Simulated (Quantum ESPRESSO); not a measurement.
# How cutoff, mesh and threshold together moves the magnetism of MnCuAs

Two starts of MnCuAs are run at each rung of cutoff, mesh and threshold together.

Calculated with Quantum ESPRESSO 7.5; LDA; plane waves with GBRV 1.5 LDA potentials, no spin-orbit coupling (settings of the first rung).

## Step 1: Set-up

It takes space group P4/nmm (No. 129, tetragonal). Conventional cell: a = 3.699 Å, b = 3.699 Å, c = 6.408 Å, α = 90.00°, β = 90.00°, γ = 90.00°. Nearest to Mn lie 5 As at 2.49 to 2.64 Å and 4 Cu at 2.84 Å. Cu has 4 As at 2.56 Å and 4 Cu at 2.62 Å and 4 Mn at 2.84 Å nearest. Nearest to As lie 5 Mn at 2.49 to 2.64 Å and 4 Cu at 2.56 Å. Farther neighbours, and contacts between anions beyond the nearest, are not listed.

The cell comes from a database of computed structures and need not be the stable phase.

## Step 2: Rung 1, start ferro ++

pw.in reads:

```
&CONTROL
  calculation = 'scf'
  prefix = 'pwscf'
  outdir = './tmp'
  pseudo_dir = './pseudo'
  disk_io = 'nowf'
/
&SYSTEM
  ibrav = 0
  celldm(1) = 8
  nat = 6
  ntyp = 3
  ecutwfc = 22
  ecutrho = 154
  nbnd = 54
  occupations = 'smearing'
  smearing = 'fd'
  degauss = 0.00734986
  nspin = 2
  starting_magnetization(1) = 0.2333
  starting_magnetization(2) = 0
  starting_magnetization(3) = 0
/
&ELECTRONS
  conv_thr = 6d-06
  electron_maxstep = 150
  mixing_beta = 0.3
/
ATOMIC_SPECIES
Mn     54.9380 mn_lda_v1.5.uspp.F.UPF
Cu     63.5460 cu_lda_v1.2.uspp.F.UPF
As     74.9216 as_lda_v1.uspp.F.UPF
CELL_PARAMETERS alat
   0.8738780988147    0.0000000000000    0.0000000000000
   0.0000000000000    0.8738780988147    0.0000000000000
   0.0000000000000    0.0000000000000    1.5137703088783
ATOMIC_POSITIONS crystal
Mn      0.0000000000    0.5000000000    0.1640200000
Mn      0.5000000000    0.0000000000    0.8359800000
Cu      0.0000000000    0.0000000000    0.5000000000
Cu      0.5000000000    0.5000000000    0.5000000000
As      0.0000000000    0.5000000000    0.7762460000
As      0.5000000000    0.0000000000    0.2237540000
K_POINTS automatic
4 4 2 0 0 0
```

Run with:

```
$ OMP_NUM_THREADS=1 mpirun -n 2 pw.x -nk 2 -in pw.in > pw.out
```

Log:

```text
Program PWSCF v.7.5 starts

     Message from routine setup:
     using ibrav=0 with symmetry is DISCOURAGED, use correct ibrav instead

     K-points division:     npool     =       2
     Subspace diagonalization in iterative solution of the eigenvalue problem:

     bravais-lattice index     =            0
     lattice parameter (alat)  =       8.0000  a.u.
     unit-cell volume          =     591.8773 (a.u.)^3
     number of atoms/cell      =            6
     number of atomic types    =            3
     number of electrons       =        78.00
     number of Kohn-Sham states=           54
     kinetic-energy cutoff     =      22.0000  Ry
     charge density cutoff     =     154.0000  Ry
     scf convergence threshold =      6.0E-06
     mixing beta               =       0.3000
     number of iterations used =            8  plain     mixing
     Exchange-correlation= SLA  PZ   NOGX NOGC
                           (   1   1   0   0   0   0   0)

     celldm(1)=   8.000000  celldm(2)=   0.000000  celldm(3)=   0.000000
     celldm(4)=   0.000000  celldm(5)=   0.000000  celldm(6)=   0.000000

     crystal axes: (cart. coord. in units of alat)
               a(1) = (   0.873878   0.000000   0.000000 )
               a(2) = (   0.000000   0.873878   0.000000 )
               a(3) = (   0.000000   0.000000   1.513770 )

     reciprocal axes: (cart. coord. in units 2 pi/alat)
               b(1) = (  1.144324  0.000000  0.000000 )
               b(2) = (  0.000000  1.144324  0.000000 )
               b(3) = (  0.000000  0.000000  0.660602 )

     PseudoPot. # 1 for Mn read from file:
     mn_lda_v1.5.uspp.F.UPF
     Pseudo is Ultrasoft + core correction, Zval = 15.0

     PseudoPot. # 2 for Cu read from file:
     cu_lda_v1.2.uspp.F.UPF
     Pseudo is Ultrasoft + core correction, Zval = 19.0

     PseudoPot. # 3 for As read from file:
     as_lda_v1.uspp.F.UPF
     Pseudo is Ultrasoft + core correction, Zval =  5.0

     atomic species   valence    mass     pseudopotential
     Mn               15.00    54.93800     Mn( 1.00)
     Cu               19.00    63.54600     Cu( 1.00)
     As                5.00    74.92160     As( 1.00)

     Starting magnetic structure
     atomic species   magnetization
     Mn              0.233
     Cu              0.000
     As              0.000

     16 Sym. Ops., with inversion, found ( 8 have fractional translation)

   Cartesian axes

     site n.     atom                  positions (alat units)
         1        Mn     tau(   1) = (   0.0000000   0.4369390   0.2482886  )
         2        Mn     tau(   2) = (   0.4369390   0.0000000   1.2654817  )
         3        Cu     tau(   3) = (   0.0000000   0.0000000   0.7568852  )
         4        Cu     tau(   4) = (   0.4369390   0.4369390   0.7568852  )
         5        As     tau(   5) = (   0.0000000   0.4369390   1.1750581  )
         6        As     tau(   6) = (   0.4369390   0.0000000   0.3387122  )

     number of k points=    12  Fermi-Dirac smearing, width (Ry)=  0.0073
                       cart. coord. in units 2pi/alat
        k(    1) = (   0.0000000   0.0000000   0.0000000), wk =   0.0312500
        k(    2) = (   0.0000000   0.0000000  -0.3303011), wk =   0.0312500
        k(    3) = (   0.0000000   0.2860811   0.0000000), wk =   0.1250000
        k(    4) = (   0.0000000   0.2860811  -0.3303011), wk =   0.1250000
        k(    5) = (   0.0000000  -0.5721622   0.0000000), wk =   0.0625000
        [... 7 further k-points ...]

     Dense  grid:    19111 G-vectors     FFT dimensions: (  30,  30,  48)

     Smooth grid:     8209 G-vectors     FFT dimensions: (  24,  24,  40)

     Check: negative core charge=   -0.000035
     Generating pointlists ...
     new r_m :   0.2421 (alat units)  1.9371 (a.u.) for type    1
     new r_m :   0.2495 (alat units)  1.9958 (a.u.) for type    2
     new r_m :   0.2421 (alat units)  1.9371 (a.u.) for type    3

     Initial potential from superposition of free atoms

     starting charge      74.9994, renormalised to      78.0000
     Starting wfcs are   60 randomized atomic wfcs

     Self-consistent Calculation

     iteration #  1     ecut=    22.00 Ry     beta= 0.30
     Davidson diagonalization with overlap
     ethr =  1.00E-02,  avg # of iterations =  2.5

     total energy              =   -1298.18268400 Ry
     estimated scf accuracy    <      20.82831991 Ry

     total magnetization       =     3.12 Bohr mag/cell
     absolute magnetization    =     3.32 Bohr mag/cell

     iteration #  2     ecut=    22.00 Ry     beta= 0.30
     Davidson diagonalization with overlap
     ethr =  1.00E-02,  avg # of iterations =  2.5

     total energy              =   -1297.90830716 Ry
     estimated scf accuracy    <      65.80524221 Ry

     total magnetization       =     0.47 Bohr mag/cell
     absolute magnetization    =     0.60 Bohr mag/cell

     [... further iterations left out ...]

     iteration # 14     ecut=    22.00 Ry     beta= 0.30
     Davidson diagonalization with overlap
     ethr =  2.09E-07,  avg # of iterations =  2.0

     total energy              =   -1304.60866262 Ry
     estimated scf accuracy    <       0.00005616 Ry

     total magnetization       =     6.86 Bohr mag/cell
     absolute magnetization    =     7.15 Bohr mag/cell

     iteration # 15     ecut=    22.00 Ry     beta= 0.30
     Davidson diagonalization with overlap
     ethr =  7.20E-08,  avg # of iterations =  1.0

     Magnetic moment per site  (integrated on atomic sphere of radius R)
     atom   1 (R=0.242)  charge= 13.2073  magn=  3.2311
     atom   2 (R=0.242)  charge= 13.2073  magn=  3.2311
     atom   3 (R=0.249)  charge= 17.8122  magn=  0.0168
     atom   4 (R=0.249)  charge= 17.8122  magn=  0.0168
     atom   5 (R=0.242)  charge=  2.8200  magn= -0.0206
     atom   6 (R=0.242)  charge=  2.8200  magn= -0.0206

     End of self-consistent calculation

     [... lines left out ...]
     the Fermi energy is    13.0350 ev

!    total energy              =   -1304.60866650 Ry
     estimated scf accuracy    <       0.00000197 Ry
     smearing contrib. (-TS)   =      -0.01310051 Ry
     internal energy E=F+TS    =   -1304.59556598 Ry

     The total energy is F=E-TS. E is the sum of the following terms:
     one-electron contribution =    -965.47559269 Ry
     hartree contribution      =     517.89658698 Ry
     xc contribution           =    -190.57547394 Ry
     ewald contribution        =    -666.44108633 Ry

     total magnetization       =     6.86 Bohr mag/cell
     absolute magnetization    =     7.15 Bohr mag/cell

     convergence has been achieved in  15 iterations

=------------------------------------------------------------------------------=
   JOB DONE.
=------------------------------------------------------------------------------=
```

Run time: 34 s. Hardware: 2 MPI ranks of Intel Xeon Platinum 8175M at 2.50GHz (Skylake/Cascade Lake), shared host; peak memory 0.21 GiB; 68 s of CPU time.

Spin moment in the atom's sphere by atom:

```
atom  spin moment in the atom's sphere (μB)
 Mn1                                   3.23
 Mn2                                   3.23
 Cu3                                   0.02
 Cu4                                   0.02
 As5                                  -0.02
 As6                                  -0.02
```

This step gave:

| Item | Value |
| --- | --- |
| magnetization | 6.86 μB |
| final state | ferromagnetic |

## Step 3: Rung 1, start antiferro +-

pw.in, as its differences from that of step 2:

```diff
@@ -11,6 +11,6 @@
   nat = 6
-  ntyp = 3
+  ntyp = 4
   ecutwfc = 22
   ecutrho = 154
-  nbnd = 54
+  nbnd = 50
   occupations = 'smearing'
@@ -20,4 +20,5 @@
   starting_magnetization(1) = 0.2333
-  starting_magnetization(2) = 0
+  starting_magnetization(2) = -0.2333
   starting_magnetization(3) = 0
+  starting_magnetization(4) = 0
 /
@@ -29,3 +30,4 @@
 ATOMIC_SPECIES
-Mn     54.9380 mn_lda_v1.5.uspp.F.UPF
+Mn1    54.9380 mn_lda_v1.5.uspp.F.UPF
+Mn2    54.9380 mn_lda_v1.5.uspp.F.UPF
 Cu     63.5460 cu_lda_v1.2.uspp.F.UPF
@@ -37,4 +39,4 @@
 ATOMIC_POSITIONS crystal
-Mn      0.0000000000    0.5000000000    0.1640200000
-Mn      0.5000000000    0.0000000000    0.8359800000
+Mn1     0.0000000000    0.5000000000    0.1640200000
+Mn2     0.5000000000    0.0000000000    0.8359800000
 Cu      0.0000000000    0.0000000000    0.5000000000
```

Log:

```text
     [... lines left out ...]
Program PWSCF v.7.5 starts
     [... lines left out ...]
     number of atoms/cell      =            6
     [... lines left out ...]
     number of electrons       =        78.00
     number of Kohn-Sham states=           50
     kinetic-energy cutoff     =      22.0000  Ry
     charge density cutoff     =     154.0000  Ry
     scf convergence threshold =      6.0E-06
     [... lines left out ...]
      8 Sym. Ops. (no inversion) found ( 4 have fractional translation)
     [... lines left out ...]
     number of k points=    12  Fermi-Dirac smearing, width (Ry)=  0.0073
     [... lines left out ...]
     iteration # 16     ecut=    22.00 Ry     beta= 0.30
     [... lines left out ...]
     Magnetic moment per site  (integrated on atomic sphere of radius R)
     atom   1 (R=0.242)  charge= 13.2030  magn=  3.2627
     atom   2 (R=0.242)  charge= 13.2027  magn= -3.2625
     atom   3 (R=0.249)  charge= 17.8124  magn=  0.0000
     atom   4 (R=0.249)  charge= 17.8124  magn=  0.0000
     atom   5 (R=0.242)  charge=  2.8256  magn=  0.0120
     atom   6 (R=0.242)  charge=  2.8256  magn= -0.0120
     [... lines left out ...]
     the Fermi energy is    13.1392 ev
!    total energy              =   -1304.62758482 Ry
     estimated scf accuracy    <       0.00000139 Ry
     smearing contrib. (-TS)   =      -0.00784519 Ry
     [... lines left out ...]
     total magnetization       =     0.00 Bohr mag/cell
     absolute magnetization    =     7.27 Bohr mag/cell
     convergence has been achieved in  16 iterations
```

The job ended after 36 s (2 MPI ranks; peak memory 0.22 GiB).

Spin moment in the atom's sphere by atom:

```
atom  spin moment in the atom's sphere (μB)
 Mn1                                   3.26
 Mn2                                  -3.26
 Cu3                                   0.00
 Cu4                                   0.00
 As5                                   0.01
 As6                                  -0.01
```

This step gave:

```yaml
magnetization: 0 μB
final_state: antiferromagnetic
```

## Step 4: Rung 2, start ferro ++

pw.in reads:

```
&CONTROL
  calculation = 'scf'
  prefix = 'pwscf'
  outdir = './tmp'
  pseudo_dir = './pseudo'
  disk_io = 'nowf'
/
&SYSTEM
  ibrav = 0
  celldm(1) = 8
  nat = 6
  ntyp = 3
  ecutwfc = 30
  ecutrho = 210
  nbnd = 54
  occupations = 'smearing'
  smearing = 'fd'
  degauss = 0.00734986
  nspin = 2
  starting_magnetization(1) = 0.2333
  starting_magnetization(2) = 0
  starting_magnetization(3) = 0
/
&ELECTRONS
  conv_thr = 6d-07
  electron_maxstep = 150
  mixing_beta = 0.3
/
ATOMIC_SPECIES
Mn     54.9380 mn_lda_v1.5.uspp.F.UPF
Cu     63.5460 cu_lda_v1.2.uspp.F.UPF
As     74.9216 as_lda_v1.uspp.F.UPF
CELL_PARAMETERS alat
   0.8738780988147    0.0000000000000    0.0000000000000
   0.0000000000000    0.8738780988147    0.0000000000000
   0.0000000000000    0.0000000000000    1.5137703088783
ATOMIC_POSITIONS crystal
Mn      0.0000000000    0.5000000000    0.1640200000
Mn      0.5000000000    0.0000000000    0.8359800000
Cu      0.0000000000    0.0000000000    0.5000000000
Cu      0.5000000000    0.5000000000    0.5000000000
As      0.0000000000    0.5000000000    0.7762460000
As      0.5000000000    0.0000000000    0.2237540000
K_POINTS automatic
6 6 6 0 0 0
```

Log:

```text
     [... lines left out ...]
Program PWSCF v.7.5 starts
     [... lines left out ...]
     number of atoms/cell      =            6
     [... lines left out ...]
     number of electrons       =        78.00
     number of Kohn-Sham states=           54
     kinetic-energy cutoff     =      30.0000  Ry
     charge density cutoff     =     210.0000  Ry
     scf convergence threshold =      6.0E-07
     [... lines left out ...]
     16 Sym. Ops., with inversion, found ( 8 have fractional translation)
     [... lines left out ...]
     number of k points=    40  Fermi-Dirac smearing, width (Ry)=  0.0073
     [... lines left out ...]
     iteration # 16     ecut=    30.00 Ry     beta= 0.30
     [... lines left out ...]
     Magnetic moment per site  (integrated on atomic sphere of radius R)
     atom   1 (R=0.242)  charge= 13.1812  magn=  3.2031
     atom   2 (R=0.242)  charge= 13.1812  magn=  3.2031
     atom   3 (R=0.249)  charge= 17.8188  magn=  0.0349
     atom   4 (R=0.249)  charge= 17.8188  magn=  0.0349
     atom   5 (R=0.242)  charge=  2.8124  magn= -0.0244
     atom   6 (R=0.242)  charge=  2.8124  magn= -0.0244
     [... lines left out ...]
     the Fermi energy is    13.1794 ev
!    total energy              =   -1308.85002828 Ry
     estimated scf accuracy    <       0.00000009 Ry
     smearing contrib. (-TS)   =      -0.00952431 Ry
     [... lines left out ...]
     total magnetization       =     6.82 Bohr mag/cell
     absolute magnetization    =     7.17 Bohr mag/cell
     convergence has been achieved in  16 iterations
```

Run time: 2.5 min. Hardware: 2 MPI ranks; peak memory 0.36 GiB; 4.9 min of CPU time.

Read from the output:

| Quantity | Value |
| --- | --- |
| magnetization | 6.822 μB |
| final state | ferromagnetic |
| largest moment | 3.203 μB |

## Step 5: Rung 2, start antiferro +-

pw.in, as its differences from that of step 4:

```diff
@@ -11,6 +11,6 @@
   nat = 6
-  ntyp = 3
+  ntyp = 4
   ecutwfc = 30
   ecutrho = 210
-  nbnd = 54
+  nbnd = 50
   occupations = 'smearing'
@@ -20,4 +20,5 @@
   starting_magnetization(1) = 0.2333
-  starting_magnetization(2) = 0
+  starting_magnetization(2) = -0.2333
   starting_magnetization(3) = 0
+  starting_magnetization(4) = 0
 /
@@ -29,3 +30,4 @@
 ATOMIC_SPECIES
-Mn     54.9380 mn_lda_v1.5.uspp.F.UPF
+Mn1    54.9380 mn_lda_v1.5.uspp.F.UPF
+Mn2    54.9380 mn_lda_v1.5.uspp.F.UPF
 Cu     63.5460 cu_lda_v1.2.uspp.F.UPF
@@ -37,4 +39,4 @@
 ATOMIC_POSITIONS crystal
-Mn      0.0000000000    0.5000000000    0.1640200000
-Mn      0.5000000000    0.0000000000    0.8359800000
+Mn1     0.0000000000    0.5000000000    0.1640200000
+Mn2     0.5000000000    0.0000000000    0.8359800000
 Cu      0.0000000000    0.0000000000    0.5000000000
```

Log:

```text
     [... lines left out ...]
Program PWSCF v.7.5 starts
     [... lines left out ...]
     number of atoms/cell      =            6
     [... lines left out ...]
     number of electrons       =        78.00
     number of Kohn-Sham states=           50
     kinetic-energy cutoff     =      30.0000  Ry
     charge density cutoff     =     210.0000  Ry
     scf convergence threshold =      6.0E-07
     [... lines left out ...]
      8 Sym. Ops. (no inversion) found ( 4 have fractional translation)
     [... lines left out ...]
     number of k points=    40  Fermi-Dirac smearing, width (Ry)=  0.0073
     [... lines left out ...]
     iteration # 14     ecut=    30.00 Ry     beta= 0.30
     [... lines left out ...]
     Magnetic moment per site  (integrated on atomic sphere of radius R)
     atom   1 (R=0.242)  charge= 13.1774  magn=  3.2230
     atom   2 (R=0.242)  charge= 13.1774  magn= -3.2232
     atom   3 (R=0.249)  charge= 17.8184  magn=  0.0000
     atom   4 (R=0.249)  charge= 17.8184  magn=  0.0000
     atom   5 (R=0.242)  charge=  2.8205  magn=  0.0022
     atom   6 (R=0.242)  charge=  2.8206  magn= -0.0022
     [... lines left out ...]
     the Fermi energy is    13.2918 ev
!    total energy              =   -1308.87006417 Ry
     estimated scf accuracy    <       0.00000027 Ry
     smearing contrib. (-TS)   =      -0.00595829 Ry
     [... lines left out ...]
     total magnetization       =    -0.00 Bohr mag/cell
     absolute magnetization    =     7.23 Bohr mag/cell
     convergence has been achieved in  14 iterations
```

It took 2.2 min on 2 MPI ranks; peak memory 0.35 GiB; 4.3 min of CPU time.

This step gave:

```yaml
magnetization: 0 μB
final_state: antiferromagnetic
largest_moment: 3.223 μB
```

## Step 6: Rung 3, start ferro ++

pw.in reads:

```
&CONTROL
  calculation = 'scf'
  prefix = 'pwscf'
  outdir = './tmp'
  pseudo_dir = './pseudo'
  disk_io = 'nowf'
/
&SYSTEM
  ibrav = 0
  celldm(1) = 8
  nat = 6
  ntyp = 3
  ecutwfc = 40
  ecutrho = 280
  nbnd = 54
  occupations = 'smearing'
  smearing = 'fd'
  degauss = 0.00734986
  nspin = 2
  starting_magnetization(1) = 0.2333
  starting_magnetization(2) = 0
  starting_magnetization(3) = 0
/
&ELECTRONS
  conv_thr = 1.2d-08
  electron_maxstep = 150
  mixing_beta = 0.3
/
ATOMIC_SPECIES
Mn     54.9380 mn_lda_v1.5.uspp.F.UPF
Cu     63.5460 cu_lda_v1.2.uspp.F.UPF
As     74.9216 as_lda_v1.uspp.F.UPF
CELL_PARAMETERS alat
   0.8738780988147    0.0000000000000    0.0000000000000
   0.0000000000000    0.8738780988147    0.0000000000000
   0.0000000000000    0.0000000000000    1.5137703088783
ATOMIC_POSITIONS crystal
Mn      0.0000000000    0.5000000000    0.1640200000
Mn      0.5000000000    0.0000000000    0.8359800000
Cu      0.0000000000    0.0000000000    0.5000000000
Cu      0.5000000000    0.5000000000    0.5000000000
As      0.0000000000    0.5000000000    0.7762460000
As      0.5000000000    0.0000000000    0.2237540000
K_POINTS automatic
8 8 4 0 0 0
```

Log:

```text
     [... lines left out ...]
Program PWSCF v.7.5 starts
     [... lines left out ...]
     number of atoms/cell      =            6
     [... lines left out ...]
     number of electrons       =        78.00
     number of Kohn-Sham states=           54
     kinetic-energy cutoff     =      40.0000  Ry
     charge density cutoff     =     280.0000  Ry
     scf convergence threshold =      1.2E-08
     [... lines left out ...]
     16 Sym. Ops., with inversion, found ( 8 have fractional translation)
     [... lines left out ...]
     number of k points=    45  Fermi-Dirac smearing, width (Ry)=  0.0073
     [... lines left out ...]
     iteration # 16     ecut=    40.00 Ry     beta= 0.30
     [... lines left out ...]
     Magnetic moment per site  (integrated on atomic sphere of radius R)
     atom   1 (R=0.242)  charge= 13.1799  magn=  3.2016
     atom   2 (R=0.242)  charge= 13.1799  magn=  3.2016
     atom   3 (R=0.249)  charge= 17.8242  magn=  0.0334
     atom   4 (R=0.249)  charge= 17.8242  magn=  0.0334
     atom   5 (R=0.242)  charge=  2.8116  magn= -0.0229
     atom   6 (R=0.242)  charge=  2.8116  magn= -0.0229
     [... lines left out ...]
     the Fermi energy is    13.1837 ev
!    total energy              =   -1309.03577544 Ry
     estimated scf accuracy    <          8.2E-09 Ry
     smearing contrib. (-TS)   =      -0.00988601 Ry
     [... lines left out ...]
     total magnetization       =     6.82 Bohr mag/cell
     absolute magnetization    =     7.16 Bohr mag/cell
     convergence has been achieved in  16 iterations
```

Wall time 3.5 min (2 MPI ranks); peak memory 0.51 GiB; 6.9 min of CPU time.

Read from the output:

- magnetization: 6.817 μB
- final state: ferromagnetic
- largest moment: 3.202 μB

[end of part 1 of 2]

[Long decimals in the printed logs are rounded to 6 places.]

[Logs and program files are shortened in this print: banners, set-up blocks, solver, clock and traceback lines can be left out without a mark of their own.]

[Logs are printed without paths, hosts, clocks, repeated set-up lines and the standing remarks that a program may print on its own settings, such as how far it seeks lower states.]

[Hosts, paths, dates, database ids (printed as entryN), source tags and the programs' standing remarks are cut or masked in the printed files.]

[Where the starting crystal was built by hand or by swapping elements, it need not be the compound's stable phase.]

[Where a cell is said to come from a database of computed structures, the database is the Materials Project.]

[Lattice constants that a cell's source calls measured were typed from memory.]
